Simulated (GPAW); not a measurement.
**Magnetic state of Fe3 Cr1 Fe3 001 from several starts**

Does Fe3 Cr1 Fe3 001 prefer parallel or opposed moments, or none?

Program: GPAW 26.7.0. Level of theory: PBE; plane waves with GPAW's PAW setups, scalar-relativistic. Results are calculated unless marked as measured.

## Step 1: Starting point

The cell holds 7 atoms: 6 Fe and 1 Cr. Cell: a = 2.884 Å, b = 2.884 Å, c = 20.536 Å, α = 90.0°, β = 90.0°, γ = 90.0°. ideal sites on the substrate's mesh, layer spacings from atomic volumes, unrelaxed, 12 A of vacuum. Vacuum lies along c.

## Step 2: Order 1, typed as ferro ++++++

Parallel moments need no larger cell; this start tests for a ferromagnetic state only.

Contents of order1.py:

```python
import json
import numpy as np
from ase import Atoms
from ase.parallel import paropen, parprint
from gpaw import GPAW

atoms = Atoms(['Fe', 'Fe', 'Fe', 'Cr', 'Fe', 'Fe', 'Fe'],
    cell=[[2.884, 0.0, 0.0],
         [0.0, 2.884, 0.0],
         [0.0, 0.0, 20.5363]],
    scaled_positions=[[0.0, 0.0, 0.292166],
         [0.5, 0.5, 0.361249],
         [0.0, 0.0, 0.430332],
         [0.5, 0.5, 0.5],
         [0.0, 0.0, 0.569668],
         [0.5, 0.5, 0.638751],
         [0.0, 0.0, 0.707834]],
    pbc=True,
    magmoms=[2.6, 2.6, 2.6, 0.0, 2.6, 2.6, 2.6])
atoms.calc = GPAW(mode={'name': 'pw', 'ecut': 450},
    xc='PBE',
    kpts={'size': (20, 20, 1), 'gamma': True},
    occupations={'name': 'fermi-dirac', 'width': 0.05},
    convergence={'density': 1e-05, 'energy': 1e-05},
    maxiter=250,
    mixer={'name': 'pulay', 'beta': 0.03, 'nmaxold': 8, 'weight': 100},
    symmetry={'tolerance': 1e-4},
    txt='order1.txt')
e = atoms.get_potential_energy(force_consistent=True)
res = {'free_energy': e, 'energy_sigma0': atoms.get_potential_energy(), 'fermi_energy': atoms.calc.get_fermi_level()}
res['moments'] = atoms.get_magnetic_moments().tolist()
res['total'] = atoms.get_magnetic_moment()
parprint('site moments (muB):', np.round(res['moments'], 3))
parprint(f"total moment: {res['total']:.3f} muB")
parprint(f'free energy: {e:.6f} eV')
atoms.calc.write('order1.gpw')
with paropen('results.json', 'w') as f:
    json.dump(res, f)
```

On the command line:

```sh
> OMP_NUM_THREADS=1 mpirun -n 8 gpaw python order1.py > order1.log
```

The next run changes these lines of the input before it:

```diff
@@ -18,3 +18,3 @@
     pbc=True,
-    magmoms=[2.6, 2.6, 2.6, 0.0, 2.6, 2.6, 2.6])
+    magmoms=[2.6, 2.6, 2.6, 0.0, -2.6, -2.6, -2.6])
 atoms.calc = GPAW(mode={'name': 'pw', 'ecut': 450},
@@ -27,3 +27,3 @@
     symmetry={'tolerance': 1e-4},
-    txt='order1.txt')
+    txt='order2.txt')
 e = atoms.get_potential_energy(force_consistent=True)
@@ -35,3 +35,3 @@
 parprint(f'free energy: {e:.6f} eV')
-atoms.calc.write('order1.gpw')
+atoms.calc.write('order2.gpw')
 with paropen('results.json', 'w') as f:
```

The next run changes these lines of the input before it:

```diff
@@ -17,4 +17,3 @@
          [0.0, 0.0, 0.707834]],
-    pbc=True,
-    magmoms=[2.6, 2.6, 2.6, 0.0, -2.6, -2.6, -2.6])
+    pbc=True)
 atoms.calc = GPAW(mode={'name': 'pw', 'ecut': 450},
@@ -27,11 +26,7 @@
     symmetry={'tolerance': 1e-4},
-    txt='order2.txt')
+    txt='nospin.txt')
 e = atoms.get_potential_energy(force_consistent=True)
 res = {'free_energy': e, 'energy_sigma0': atoms.get_potential_energy(), 'fermi_energy': atoms.calc.get_fermi_level()}
-res['moments'] = atoms.get_magnetic_moments().tolist()
-res['total'] = atoms.get_magnetic_moment()
-parprint('site moments (muB):', np.round(res['moments'], 3))
-parprint(f"total moment: {res['total']:.3f} muB")
 parprint(f'free energy: {e:.6f} eV')
-atoms.calc.write('order2.gpw')
+atoms.calc.write('nospin.gpw')
 with paropen('results.json', 'w') as f:
```

**Question.** What will these runs give for the largest site moment?

The site moments add up to 14.41 μB, near the cell's 14.61 μB; the rest lies between the atoms. Symmetry leaves 4 kinds of site among the 7 atoms, and equivalent atoms carry values of equal size. The lowest state found is ferrimagnetic, reached from the start ferro ++++++, with moments up to 2.94 μB.

| Item | Value |
| --- | --- |
| lowest state found | ferrimagnetic (started as ferro ++++++) |
| largest site moment | 2.94 μB |
| next state | antiferromagnetic, 23.5 meV a seeded atom higher |
| energy gained by spin polarisation | 634 meV a seeded atom |

The next state costs 24 meV a seeded atom. Only 3 starts are shown; other collinear patterns, canted and longer-period orders are not.

[Logs and program files are shortened in this print: banners, set-up blocks, solver, clock and traceback lines can be left out without a mark of their own.]

[Logs are printed without paths, hosts, clocks, repeated set-up lines and the standing remarks that a program may print on its own settings, such as how far it seeks lower states.]

[Hosts, paths, dates, database ids (printed as entryN), source tags and the programs' standing remarks are cut or masked in the printed files.]

[Where a cell is said to come from a database of computed structures, the database is the Materials Project.]
